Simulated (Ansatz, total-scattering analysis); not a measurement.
# Isotope substitution on H in water and dimethyl sulfoxide

Two samples of water and dimethyl sulfoxide (18 H2O and 5 DMSO; C 9.6, S 4.8, O 22.1, H 63.5 atom %; 370 K, fixed volume (mean pressure 0.4 GPa); ρ₀ = 0.0955 Å⁻³) differ only in the isotope of H: D (b = 6.6681 fm) and H (b = -3.7395 fm). Other lengths: C 6.6472, S 2.847, O 5.8037 fm. The data are simulated by ab initio molecular dynamics with Ansatz (revPBE-D3(BJ), plane waves, PAW default files, Langevin thermostat, no spin, fixed volume, H with the mass of D). The average runs over 0.55 ps of 104 atoms, so shells between rare elements are rough. Mean temperature 366 K, largest m.s.d. 1.28 Å², energy drift -3 meV an atom (last third less first, no steady trend), Langevin friction 10 ps⁻¹; the first quarter of the run is discarded. Preparation: last frame of a classical run of this cell, a melt at this density, then 0.3 ps at 370 K with a cheaper basis and a friction of 10 ps⁻¹ (mean temperature of the first stage 363 K), too short to forget the start in full. So short a stretch relaxes bonds and nearest shells but still remembers its start. It is a liquid as far as so short a run tells. The partials come from the cell's reciprocal vectors below 4 Å⁻¹ and from g(r) above; absorption, incoherent and inelastic scattering are left out. F(Q) = Σ ci cj bi bj (Sij − 1), in barn per steradian and atom:

```tsv
Q (Å⁻¹)	2H	1H	difference
0.9	-0.337	-0.178	-0.158
1.2	-0.244	-0.163	-0.081
1.5	-0.100	-0.142	0.042
1.8	0.337	-0.142	0.479
2.1	0.256	-0.139	0.395
2.4	0.109	-0.116	0.225
2.7	-0.002	-0.063	0.060
3.0	-0.045	0.018	-0.063
3.3	-0.083	0.039	-0.122
3.6	-0.080	0.041	-0.121
3.9	-0.087	0.036	-0.122
4.2	-0.084	0.047	-0.131
4.5	-0.068	0.053	-0.121
4.8	-0.049	0.064	-0.114
5.1	-0.042	0.073	-0.115
5.4	-0.039	0.059	-0.098
5.7	-0.035	0.021	-0.057
6.0	-0.033	-0.014	-0.020
6.3	-0.024	-0.029	0.005
6.6	0.001	-0.033	0.034
6.9	0.035	-0.034	0.069
7.2	0.060	-0.032	0.092
7.5	0.071	-0.027	0.098
7.8	0.072	-0.023	0.094
8.1	0.062	-0.022	0.085
8.4	0.048	-0.021	0.068
8.7	0.030	-0.014	0.044
9.0	0.009	-0.004	0.013
9.3	-0.014	0.008	-0.021
9.6	-0.033	0.016	-0.049
9.9	-0.042	0.020	-0.063
10.2	-0.044	0.020	-0.064
10.5	-0.041	0.018	-0.059
10.8	-0.036	0.015	-0.051
```

The first difference in real space, ΔG(r), in barn (from the pair functions, so without the broadening of a finite Q range):

first difference G(r), r (Å) and value: 0.50 -0.393, 0.58 -0.393, 0.66 -0.393, 0.74 -0.393, 0.82 -0.393, 0.90 -0.205, 0.98 3.633, 1.06 1.906, 1.14 1.059, 1.22 -0.373, 1.30 -0.393, 1.38 -0.387, 1.46 -0.301, 1.54 -0.154, 1.62 -0.185, 1.70 -0.158, 1.78 0.033, 1.86 -0.045, 1.94 -0.192, 2.02 -0.257, 2.10 -0.257, 2.18 -0.247, 2.26 -0.218, 2.34 -0.124, 2.42 -0.096, 2.50 -0.121, 2.58 -0.149, 2.66 -0.114, 2.74 -0.076, 2.82 -0.042, 2.90 -0.001, 2.98 0.016, 3.06 0.029, 3.14 0.030, 3.22 0.057, 3.30 0.057, 3.38 0.061, 3.46 0.035, 3.54 0.075

**Question.** Which pairs survive in the difference, and what is the first shell of H?

Pairs without H cancel. ΔG(r) = Σ W [g(r) − 1] with W = 2 c(H) c(j) b(j) Δb, and c(H)² (b₁² − b₂²) for H–H: H–C 0.0844, H–S 0.0181, H–O 0.1696, H–H 0.1227 barn. At small r, ΔG → −ΣW = -0.395; in this finite cell the H–H term carries (N − 1)/N with N = 66 atoms of H, which gives -0.393.

The first feature holds O–H (0.98 Å, 0.5 neighbours by the coordinates) and C–H (1.09 Å, 0.5 neighbours by the coordinates) together, so its area gives only their weighted sum.

Shells of H from the coordinates: O–H at 0.98 Å, 0.5 neighbours to 1.26 Å; C–H at 1.09 Å, 0.5 neighbours to 1.40 Å; H–H at 1.56 Å, 1.5 neighbours to 2.04 Å; S–H at 2.39 Å, 0.5 neighbours to 2.74 Å, a soft count (first peaks with a usable minimum only). Counts average over all H, whatever molecule they sit on, and second peaks of a pair (H two bonds away, hydrogen bonds) add features between 1.5 and 2.5 Å that aren't listed. The structure is taken to be the same for both isotopes, which holds least well for H and D.

[Logs are printed without paths, hosts, clocks, repeated set-up lines and the standing remarks that a program may print on its own settings, such as how far it seeks lower states.]
